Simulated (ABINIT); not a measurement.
# Quasiparticle gap of CsCaH3 (Pm-3m) in ABINIT, part 2 of 3

Wanted: ground state, empty states, screening and self-energy for CsCaH3 (Pm-3m).

ABINIT 10.8.3; LDA and many-body steps on it, plane waves. Known limits of the many-body steps: not at the basis limit; no spin-orbit coupling; coarse k mesh.

So far. Step 2 (Ground state): The gap is direct, at (0.500, 0.500, 0.000).

## 3. Bands along the symmetry lines

Level of this step: DFT, LDA, plane waves, norm-conserving pseudopotentials (ABINIT).

The cheap functional maps the bands first; the places of the edges decide which points the dearer methods must see.

Contents of run.abi:

```
acell 3*1.0 Angstrom
rprim 
  4.621186000000 0.000000000000 0.000000000000
  0.000000000000 4.621186000000 0.000000000000
  0.000000000000 0.000000000000 4.621186000000
ntypat 3
znucl 55 20 1
natom 5
typat 1 2 3 3 3
xred 
  0.000000000000 0.000000000000 0.000000000000
  0.500000000000 0.500000000000 0.500000000000
  0.500000000000 0.000000000000 0.500000000000
  0.000000000000 0.500000000000 0.500000000000
  0.500000000000 0.500000000000 0.000000000000
pp_dirpath "pseudos"
pseudos "Cs.upf, Ca.upf, H.upf"
ecut 31
iscf -2
irdden 1
kptopt 0
nkpt 50
kpt 
  0.00000000 0.00000000 0.00000000
  0.00000000 0.06250000 0.00000000
  0.00000000 0.12500000 0.00000000
  0.00000000 0.18750000 0.00000000
  0.00000000 0.25000000 0.00000000
  0.00000000 0.31250000 0.00000000
  0.00000000 0.37500000 0.00000000
  0.00000000 0.43750000 0.00000000
  0.00000000 0.50000000 0.00000000
  0.06250000 0.50000000 0.00000000
  0.12500000 0.50000000 0.00000000
  0.18750000 0.50000000 0.00000000
  0.25000000 0.50000000 0.00000000
  0.31250000 0.50000000 0.00000000
  0.37500000 0.50000000 0.00000000
  0.43750000 0.50000000 0.00000000
  0.50000000 0.50000000 0.00000000
  0.43750000 0.43750000 0.00000000
  0.37500000 0.37500000 0.00000000
  0.31250000 0.31250000 0.00000000
  0.25000000 0.25000000 0.00000000
  0.18750000 0.18750000 0.00000000
  0.12500000 0.12500000 0.00000000
  0.06250000 0.06250000 0.00000000
  0.00000000 0.00000000 0.00000000
  0.06250000 0.06250000 0.06250000
  0.12500000 0.12500000 0.12500000
  0.18750000 0.18750000 0.18750000
  0.25000000 0.25000000 0.25000000
  0.31250000 0.31250000 0.31250000
  0.37500000 0.37500000 0.37500000
  0.43750000 0.43750000 0.43750000
  0.50000000 0.50000000 0.50000000
  0.43750000 0.50000000 0.43750000
  0.37500000 0.50000000 0.37500000
  0.31250000 0.50000000 0.31250000
  0.25000000 0.50000000 0.25000000
  0.18750000 0.50000000 0.18750000
  0.12500000 0.50000000 0.12500000
  0.06250000 0.50000000 0.06250000
  0.00000000 0.50000000 0.00000000
  0.50000000 0.50000000 0.50000000
  0.50000000 0.50000000 0.43750000
  0.50000000 0.50000000 0.37500000
  0.50000000 0.50000000 0.31250000
  0.50000000 0.50000000 0.25000000
  0.50000000 0.50000000 0.18750000
  0.50000000 0.50000000 0.12500000
  0.50000000 0.50000000 0.06250000
  0.50000000 0.50000000 0.00000000
istwfk *1
nband 18
nbdbuf 2
tolwfr 1e-08
nstep 40
prtwf 0
prtvol 0
indata_prefix "in"
outdata_prefix "out"
tmpdata_prefix "tmp"
```

The run is started by

```console
> OMP_NUM_THREADS=1 mpirun -n 4 abinit run.abi > log
```

Numbers of over 12 decimals in the logs are rounded to 6 here.

The log of the run:

```text
.Version 10.8.3 of ABINIT. v10.8.2 released Aug 2026.

 Symmetries : space group Pm -3 m (#221); Bravais cP (primitive cubic)
[... echo of the input left out ...]
== DATASET  1 ==================================================================
-   mpi_nproc: 4, omp_nthreads: 1 (-1 if OMP is not activated)

--- !DatasetInfo
iteration_state: {dtset: 1, }
dimensions: {natom: 5, nkpt: 50, mband: 18, nsppol: 1, nspinor: 1, nspden: 1, mpw: 5528, }
cutoff_energies: {ecut:  31.0, pawecutdg:  -1.0, }
electrons: {nelect:   2.20000000E+01, charge:   0.00000000E+00, occopt:   1.00000000E+00, tsmear:   1.00000000E-02, }

 Real(R)+Recip(G) space primitive vectors, cartesian coordinates (Bohr,Bohr^-1):
 R(1)=  8.7327759  0.0000000  0.0000000  G(1)=  0.1145111  0.0000000  0.0000000
 R(2)=  0.0000000  8.7327759  0.0000000  G(2)=  0.0000000  0.1145111  0.0000000
 R(3)=  0.0000000  0.0000000  8.7327759  G(3)=  0.0000000  0.0000000  0.1145111
 Unit cell volume ucvol=  6.6597350E+02 bohr^3
 Angles (23,13,12)=  9.00000000E+01  9.00000000E+01  9.00000000E+01 degrees

 getcut: wavevector=  0.0000  0.0000  0.0000  ngfft=  45  45  45
         ecut(hartree)=     31.000   => boxcut(ratio)=   2.01027

--- Pseudopotential description ------------------------------------------------
- Cs Generated using ONCVPSP code by D. R. Hamann
- 55.00000   9.00000  201201                  znucl, zion, pspdat
12 -1012 3 -1 2328                            pspcod,pspxc,lmax,lloc,mmax
     nproj     2     2     2     2
  pspatm : epsatm=   21.68725381
         --- l  ekb(1:nproj) -->
             0    6.247599    0.778427
             1    6.343167    0.797067
             2    3.778962    0.917083
[...]
pspatm: atomic psp has been read  and splines computed

- Ca Generated using ONCVPSP code by D. R. Hamann
- 20.00000  10.00000  180309                  znucl, zion, pspdat
12 -1012 2 -1 1724                            pspcod,pspxc,lmax,lloc,mmax
     nproj     2     2     2     0
  pspatm : epsatm=   12.51424511
         --- l  ekb(1:nproj) -->
[...]
pspatm: atomic psp has been read  and splines computed

- H Generated using ONCVPSP code by D. R. Hamann
-  1.00000   1.00000  180309                  znucl, zion, pspdat
12 -1012 1 -1 1180                            pspcod,pspxc,lmax,lloc,mmax
     nproj     2     1     0     0
  pspatm : epsatm=    0.35439867
         --- l  ekb(1:nproj) -->
[...]
1   -0.275071
 pspatm: atomic psp has been read  and splines computed

--------------------------------------------------------------------------------

================================================================================
 prteigrs : about to open file out_EIG
 Non-SCF case, kpt    1 (  0.00000  0.00000  0.00000), residuals and eigenvalues=
  7.21E-09  4.20E-09  3.96E-09  5.82E-09  5.35E-09  5.10E-09  5.54E-09  9.06E-09
[...]
Non-SCF case, kpt   49 (  0.50000  0.50000  0.06250), residuals and eigenvalues=
[...]
Non-SCF case, kpt   50 (  0.50000  0.50000  0.00000), residuals and eigenvalues=
[...]
-2.1507E-01 -1.9791E-01 -3.6100E-03  5.1210E-02  5.1210E-02  1.5447E-01
  2.0678E-01  2.0678E-01  2.3605E-01  2.6472E-01  3.2050E-01  3.6196E-01

--- !ResultsGS
iteration_state: {dtset: 1, }
comment   : Summary of ground state results
lattice_vectors:
- [  8.7327759,   0.0000000,   0.0000000, ]
- [  0.0000000,   8.7327759,   0.0000000, ]
- [  0.0000000,   0.0000000,   8.7327759, ]
lattice_lengths: [   8.73278,    8.73278,    8.73278, ]
lattice_angles: [ 90.000,  90.000,  90.000, ] # degrees, (23, 13, 12)
lattice_volume:   6.6597350E+02
convergence: {deltae:  0.000E+00, res2:  0.000E+00, residm:  9.991E-09, diffor:  0.000E+00, }
etotal    :  -6.39152226E+01
entropy   :   0.00000000E+00
fermie    :   5.12095198E-02
cartesian_stress_tensor: null
pressure_GPa: null
xred      :
- [  0.0000E+00,   0.0000E+00,   0.0000E+00, Cs]
- [  5.0000E-01,   5.0000E-01,   5.0000E-01, Ca]
- [  5.0000E-01,   0.0000E+00,   5.0000E-01,  H]
- [  0.0000E+00,   5.0000E-01,   5.0000E-01,  H]
- [  5.0000E-01,   5.0000E-01,   0.0000E+00,  H]
cartesian_forces: null
force_length_stats: {min: null, max: null, mean: null, }

 Integrated electronic density in atomic spheres:
 ------------------------------------------------
 Atom  Sphere_radius  Integrated_density
[...]
================================================================================

 ----iterations are completed or convergence reached----

 Mean square residual over all n,k,spin=   69.116E-10; max=  99.907E-10
 reduced coordinates (array xred) for    5 atoms
[...]
0.000000000000      0.500000000000      0.500000000000
       0.500000000000      0.500000000000      0.000000000000

 cartesian coordinates (angstrom) at end:
    1      0.000000     0.000000     0.000000
    2      2.310593     2.310593     2.310593
    3      2.310593     0.000000     2.310593
    4      0.000000     2.310593     2.310593
    5      2.310593     2.310593     0.000000
 length scales=  1.889726125908  1.889726125908  1.889726125908 bohr
              =  1.000000000000  1.000000000000  1.000000000000 angstroms
 prteigrs : about to open file out_EIG
 Eigenvalues (hartree) for nkpt=  50  k points:
 kpt#   1, nband= 18, wtk=  1.00000, kpt=  0.0000  0.0000  0.0000 (reduced coord)
[...]
kpt#   2, nband= 18, wtk=  1.00000, kpt=  0.0000  0.0625  0.0000 (reduced coord)
[...]
kpt#   3, nband= 18, wtk=  1.00000, kpt=  0.0000  0.1250  0.0000 (reduced coord)
[...]
kpt#  49, nband= 18, wtk=  1.00000, kpt=  0.5000  0.5000  0.0625 (reduced coord)
[...]
0.32145    0.36234
 kpt#  50, nband= 18, wtk=  1.00000, kpt=  0.5000  0.5000  0.0000 (reduced coord)
  -1.36914   -0.68978   -0.68087   -0.68087   -0.67988   -0.21507   -0.21507   -0.19791
  -0.00361    0.05121    0.05121    0.15447    0.20678    0.20678    0.23605    0.26472
   0.32050    0.36196

== END DATASET(S) ==============================================================
================================================================================

 -outvars: echo values of variables after computation  --------
            nband          18
             nkpt          50
          spgroup         221
 [... the other variables as echoed above ...]

 Calculation completed.
```

Elapsed: 33 s, on 4 MPI ranks of Arm Neoverse V2, shared host; peak memory 0.34 GiB.

This step gave:

```
gap                        : 2.810 eV
k of the valence top       : 0.5, 0.5, 0
k of the conduction bottom : 0.5, 0.5, 0
least direct gap           : 2.810 eV
```

The gap is 2.810 eV, as in the run before at this level.

The electronic bands at the labelled points (eV, zero at the top of the highest filled band):

| point | band 8 | band 9 | band 10 | band 11 | band 12 | band 13 | band 14 | band 15 |
| --- | --- | --- | --- | --- | --- | --- | --- | --- |
| Γ | -6.86 | -2.81 | -0.67 | -0.67 | 5.36 | 5.36 | 5.36 | 6.32 |
| halfway | -6.84 | -2.21 | -0.54 | -0.54 | 5.19 | 5.19 | 5.40 | 5.52 |
| X | -6.83 | -1.24 | -0.88 | -0.40 | 4.71 | 5.14 | 5.14 | 5.40 |
| halfway | -6.80 | -1.29 | -0.47 | -0.32 | 3.65 | 4.57 | 4.63 | 5.17 |
| M | -6.78 | -1.49 | 0.00 | 0.00 | 2.81 | 4.23 | 4.23 | 5.03 |
| halfway | -6.82 | -1.78 | -0.56 | -0.32 | 4.20 | 4.73 | 5.09 | 5.15 |
| Γ | -6.86 | -2.81 | -0.67 | -0.67 | 5.36 | 5.36 | 5.36 | 6.32 |
| halfway | -7.03 | -1.44 | -0.42 | -0.42 | 3.83 | 4.47 | 4.47 | 6.14 |
| R | -7.16 | -0.60 | -0.60 | -0.60 | 4.46 | 4.46 | 4.46 | 4.77 |
| halfway | -7.00 | -1.05 | -0.52 | -0.36 | 3.67 | 4.36 | 4.42 | 5.54 |
| X | -6.83 | -1.24 | -0.88 | -0.40 | 4.71 | 5.14 | 5.14 | 5.40 |
| jump to R | -7.16 | -0.60 | -0.60 | -0.60 | 4.46 | 4.46 | 4.46 | 4.77 |
| halfway | -6.98 | -1.10 | -0.32 | -0.32 | 3.59 | 4.37 | 4.37 | 5.12 |
| M | -6.78 | -1.49 | 0.00 | 0.00 | 2.81 | 4.23 | 4.23 | 5.03 |

## 4. Empty states on the mesh, 2×2×2 mesh, 55 bands

The sums over transitions need many empty states on a uniform mesh; this step solves for them.

Contents of run.abi:

```
acell 3*1.0 Angstrom
rprim 
  4.621186000000 0.000000000000 0.000000000000
  0.000000000000 4.621186000000 0.000000000000
  0.000000000000 0.000000000000 4.621186000000
ntypat 3
znucl 55 20 1
natom 5
typat 1 2 3 3 3
xred 
  0.000000000000 0.000000000000 0.000000000000
  0.500000000000 0.500000000000 0.500000000000
  0.500000000000 0.000000000000 0.500000000000
  0.000000000000 0.500000000000 0.500000000000
  0.500000000000 0.500000000000 0.000000000000
pp_dirpath "pseudos"
pseudos "Cs.upf, Ca.upf, H.upf"
ecut 31
ngkpt 2 2 2
nshiftk 1
shiftk 0 0 0
kptopt 1
chksymbreak 0
iscf -2
irdden 1
istwfk *1
nband 55
nbdbuf 4
tolwfr 1e-09
nstep 60
prtvol 0
indata_prefix "in"
outdata_prefix "out"
tmpdata_prefix "tmp"
```

The log of the run:

```text
.Version 10.8.3 of ABINIT. v10.8.2 released Aug 2026.

 Symmetries : space group Pm -3 m (#221); Bravais cP (primitive cubic)
[... echo of the input left out ...]
== DATASET  1 ==================================================================
-   mpi_nproc: 4, omp_nthreads: 1 (-1 if OMP is not activated)

--- !DatasetInfo
iteration_state: {dtset: 1, }
dimensions: {natom: 5, nkpt: 4, mband: 55, nsppol: 1, nspinor: 1, nspden: 1, mpw: 5520, }
cutoff_energies: {ecut:  31.0, pawecutdg:  -1.0, }
electrons: {nelect:   2.20000000E+01, charge:   0.00000000E+00, occopt:   1.00000000E+00, tsmear:   1.00000000E-02, }

 Real(R)+Recip(G) space primitive vectors, cartesian coordinates (Bohr,Bohr^-1):
 R(1)=  8.7327759  0.0000000  0.0000000  G(1)=  0.1145111  0.0000000  0.0000000
 R(2)=  0.0000000  8.7327759  0.0000000  G(2)=  0.0000000  0.1145111  0.0000000
 R(3)=  0.0000000  0.0000000  8.7327759  G(3)=  0.0000000  0.0000000  0.1145111
 Unit cell volume ucvol=  6.6597350E+02 bohr^3
 Angles (23,13,12)=  9.00000000E+01  9.00000000E+01  9.00000000E+01 degrees

 getcut: wavevector=  0.0000  0.0000  0.0000  ngfft=  45  45  45
         ecut(hartree)=     31.000   => boxcut(ratio)=   2.01027

--- Pseudopotential description ------------------------------------------------
- Cs Generated using ONCVPSP code by D. R. Hamann
- 55.00000   9.00000  201201                  znucl, zion, pspdat
12 -1012 3 -1 2328                            pspcod,pspxc,lmax,lloc,mmax
     nproj     2     2     2     2
  pspatm : epsatm=   21.68725381
         --- l  ekb(1:nproj) -->
             0    6.247599    0.778427
             1    6.343167    0.797067
             2    3.778962    0.917083
[...]
pspatm: atomic psp has been read  and splines computed

- Ca Generated using ONCVPSP code by D. R. Hamann
- 20.00000  10.00000  180309                  znucl, zion, pspdat
12 -1012 2 -1 1724                            pspcod,pspxc,lmax,lloc,mmax
     nproj     2     2     2     0
  pspatm : epsatm=   12.51424511
         --- l  ekb(1:nproj) -->
[...]
pspatm: atomic psp has been read  and splines computed

- H Generated using ONCVPSP code by D. R. Hamann
-  1.00000   1.00000  180309                  znucl, zion, pspdat
12 -1012 1 -1 1180                            pspcod,pspxc,lmax,lloc,mmax
     nproj     2     1     0     0
  pspatm : epsatm=    0.35439867
         --- l  ekb(1:nproj) -->
[...]
1   -0.275071
 pspatm: atomic psp has been read  and splines computed

--------------------------------------------------------------------------------

================================================================================
 prteigrs : about to open file out_EIG
 Non-SCF case, kpt    1 (  0.00000  0.00000  0.00000), residuals and eigenvalues=
  2.88E-10  6.74E-10  1.68E-10  5.33E-10  6.46E-10  2.18E-10  4.33E-10  8.30E-10
  3.09E-10  1.84E-10  2.59E-10  1.14E-10  2.78E-10  4.20E-10  4.49E-10  8.98E-10
  1.19E-10  3.29E-10  5.40E-10  2.02E-10  4.49E-10  8.63E-10  2.04E-10  4.10E-10
[...]
9.40E-10  6.03E-10  9.58E-10  4.11E-11  9.44E-10  1.02E-09  9.40E-10
 -1.3692E+00 -6.9136E-01 -6.7998E-01 -6.7998E-01 -6.7998E-01 -2.0090E-01
 -2.0090E-01 -2.0090E-01 -5.1918E-02  2.6672E-02  2.6672E-02  2.4832E-01
  2.4832E-01  2.4832E-01  2.8335E-01  2.8335E-01  3.1159E-01  3.1159E-01
[...]
7.6636E-01  7.6636E-01  8.2279E-01  9.3671E-01  9.3671E-01  9.3671E-01
  9.9365E-01  1.0262E+00  1.0262E+00  1.0298E+00  1.0298E+00  1.0298E+00
  1.0615E+00
 prteigrs : prtvol=0 or 1, do not print more k-points.

--- !ResultsGS
iteration_state: {dtset: 1, }
comment   : Summary of ground state results
lattice_vectors:
- [  8.7327759,   0.0000000,   0.0000000, ]
- [  0.0000000,   8.7327759,   0.0000000, ]
- [  0.0000000,   0.0000000,   8.7327759, ]
lattice_lengths: [   8.73278,    8.73278,    8.73278, ]
lattice_angles: [ 90.000,  90.000,  90.000, ] # degrees, (23, 13, 12)
lattice_volume:   6.6597350E+02
convergence: {deltae:  0.000E+00, res2:  0.000E+00, residm:  9.988E-10, diffor:  0.000E+00, }
etotal    :  -6.39152226E+01
entropy   :   0.00000000E+00
fermie    :   5.12095198E-02
cartesian_stress_tensor: null
pressure_GPa: null
xred      :
- [  0.0000E+00,   0.0000E+00,   0.0000E+00, Cs]
- [  5.0000E-01,   5.0000E-01,   5.0000E-01, Ca]
- [  5.0000E-01,   0.0000E+00,   5.0000E-01,  H]
- [  0.0000E+00,   5.0000E-01,   5.0000E-01,  H]
- [  5.0000E-01,   5.0000E-01,   0.0000E+00,  H]
cartesian_forces: null
force_length_stats: {min: null, max: null, mean: null, }

 Integrated electronic density in atomic spheres:
 ------------------------------------------------
 Atom  Sphere_radius  Integrated_density
[...]
================================================================================

 ----iterations are completed or convergence reached----

 Mean square residual over all n,k,spin=   49.346E-11; max=  99.876E-11
 reduced coordinates (array xred) for    5 atoms
[...]
0.000000000000      0.500000000000      0.500000000000
       0.500000000000      0.500000000000      0.000000000000

 cartesian coordinates (angstrom) at end:
    1      0.000000     0.000000     0.000000
    2      2.310593     2.310593     2.310593
    3      2.310593     0.000000     2.310593
    4      0.000000     2.310593     2.310593
    5      2.310593     2.310593     0.000000
 length scales=  1.889726125908  1.889726125908  1.889726125908 bohr
              =  1.000000000000  1.000000000000  1.000000000000 angstroms
 prteigrs : about to open file out_EIG
 Eigenvalues (hartree) for nkpt=   4  k points:
 kpt#   1, nband= 55, wtk=  0.12500, kpt=  0.0000  0.0000  0.0000 (reduced coord)
[...]
0.62690    0.64144    0.64144    0.64144    0.69498    0.69498    0.69498    0.76211
   0.76211    0.76211    0.76636    0.76636    0.82279    0.93671    0.93671    0.93671
   0.99365    1.02618    1.02618    1.02977    1.02977    1.02977    1.06155
 prteigrs : prtvol=0 or 1, do not print more k-points.

== END DATASET(S) ==============================================================
================================================================================

 -outvars: echo values of variables after computation  --------
            nband          55
             nkpt           4
          spgroup         221
 [... the other variables as echoed above ...]

 Calculation completed.
```

The job ended after 11 s (4 MPI ranks; peak memory 0.3 GiB).

Numbers from this step:

```yaml
gap: 2.810 eV
k_of_the_valence_top: 0.5, 0.5, 0
k_of_the_conduction_bottom: 0.5, 0.5, 0
least_direct_gap: 2.810 eV
k_points_computed: 4
lowest_point_of_the_top_converged_band_above_the_valence_top: 23.41 eV
```

On this mesh the gap is 2.810 eV.

## 5. Screening, 2×2×2 mesh, 51 bands, screening to 87.1 eV

The RPA dielectric matrix is built and inverted for each q.

This step: RPA screening on LDA, plane waves, norm-conserving pseudopotentials.

Edit run.abi of step 4 so:

```diff
@@ -23,10 +23,11 @@
 chksymbreak 0
-iscf -2
-irdden 1
 istwfk *1
-nband 55
-nbdbuf 4
-tolwfr 1e-09
-nstep 60
-prtvol 0
+occopt 1
+irdwfk 1
+optdriver 3
+nband 51
+ecuteps 3.2
+inclvkb 2
+awtr 1
+symchi 1
 indata_prefix "in"
```

The log of the run:

```text
.Version 10.8.3 of ABINIT. v10.8.2 released Aug 2026.

 Symmetries : space group Pm -3 m (#221); Bravais cP (primitive cubic)
[... echo of the input left out ...]
== DATASET  1 ==================================================================
-   mpi_nproc: 4, omp_nthreads: 1 (-1 if OMP is not activated)

--- !DatasetInfo
iteration_state: {dtset: 1, }
dimensions: {natom: 5, nkpt: 4, mband: 51, nsppol: 1, nspinor: 1, nspden: 1, mpw: 5520, }
cutoff_energies: {ecut:  31.0, pawecutdg:  -1.0, }
electrons: {nelect:   2.20000000E+01, charge:   0.00000000E+00, occopt:   1.00000000E+00, tsmear:   1.00000000E-02, }

 SCREENING: Calculation of the susceptibility and dielectric matrices

 Based on a program developped by R.W. Godby, V. Olevano, G. Onida, and L. Reining.
 Incorporated in ABINIT by V. Olevano, G.-M. Rignanese, and M. Torrent.
.Using double precision arithmetic ; gwpc =  8

[... cell and pseudopotentials left out ...]
--------------------------------------------------------------------------------

 ==== K-mesh for the wavefunctions ====
 Number of points in the irreducible wedge :     4
[... list of points left out ...]
 Together with 48 symmetry operations and time-reversal symmetry
 yields     8 points in the full Brillouin Zone.

 ==== Q-mesh for the screening function ====
 Number of points in the irreducible wedge :     4
[... list of points left out ...]
 Together with 48 symmetry operations and time-reversal symmetry
 yields     8 points in the full Brillouin Zone.

 setmesh: FFT mesh size selected  =    30x   30x   30
          total number of points  =        27000

 vcoul_init : cutoff-mode = AUXILIARY_FUNCTION
 q-points for optical limit:   1
     1)      0.000010    0.000020    0.000030

- screening: taking advantage of time-reversal symmetry
- Maximum band index for partially occupied states nbvw = 11
- Remaining bands to be divided among processors   nbcw = 40
- Number of bands treated by each node ~10

 Number of electrons calculated from density =   22.0000; Expected =   22.0000
 average of density, n =  0.033034
 r_s =    1.9334
 omega_plasma =   17.5323 [eV]

 calculating chi0 at frequencies [eV] :
  1    0.000000E+00    0.000000E+00
  2    0.000000E+00    1.753228E+01

--------------------------------------------------------------------------------
  q-point number  1        q = ( 0.000000, 0.000000, 0.000000) [r.l.u.]
--------------------------------------------------------------------------------
[... chi0 elements left out ...]
 For q-point:  0.000010 0.000020 0.000030
  dielectric constant =   4.3263
  dielectric constant without local fields =   4.8859

  Average fulfillment of the sum rule on Im[epsilon] for q-point    1 :     54.25  [%]
[... wings left out ...]
  q-point number  2        q = ( 0.500000, 0.000000, 0.000000) [r.l.u.]
--------------------------------------------------------------------------------
[... chi0 elements left out ...]
  Average fulfillment of the sum rule on Im[epsilon] for q-point    2 :     67.19  [%]

 [... 2 further q-points ...]
```

Wall time 5 s (4 MPI ranks); peak memory 0.63 GiB; 20 s of CPU time.

Numbers from this step:

```yaml
eps_infinity_with_local_fields_on_this_mesh_along_the_program_s_q_direction: 4.326
the_same_without_local_fields: 4.886
plasma_frequency: 17.53 eV
plane_waves_in_the_screening_matrix: 179
```

Local fields lower ε∞ by 11 %. On a Γ-centred mesh this coarse the value itself is usually too large, while a short band sum pulls it down.

(Continued in part 3 of 3.)

[Paths, hosts, dates, memory and timing lines, banners, echoed tables and standing remarks are left out of the program output.]

[Logs are printed without paths, hosts, clocks, repeated set-up lines and the standing remarks that a program may print on its own settings, such as how far it seeks lower states.]

[Runs of the session that timed out or met a known fault of the program may be left out.]

[Hosts, paths, dates, database ids (printed as entryN), source tags and the programs' standing remarks are cut or masked in the printed files.]

[G0W0 gaps are taken among the corrected bands and points alone; a level outside them can change the order at an edge.]

[Where Ansatz stands beside ABINIT at settings called matched, ABINIT's density can come from a denser mesh and the files from another edition; pairs whose starting gaps differed by over 0.03 eV were left out, so agreement reads better than it is.]
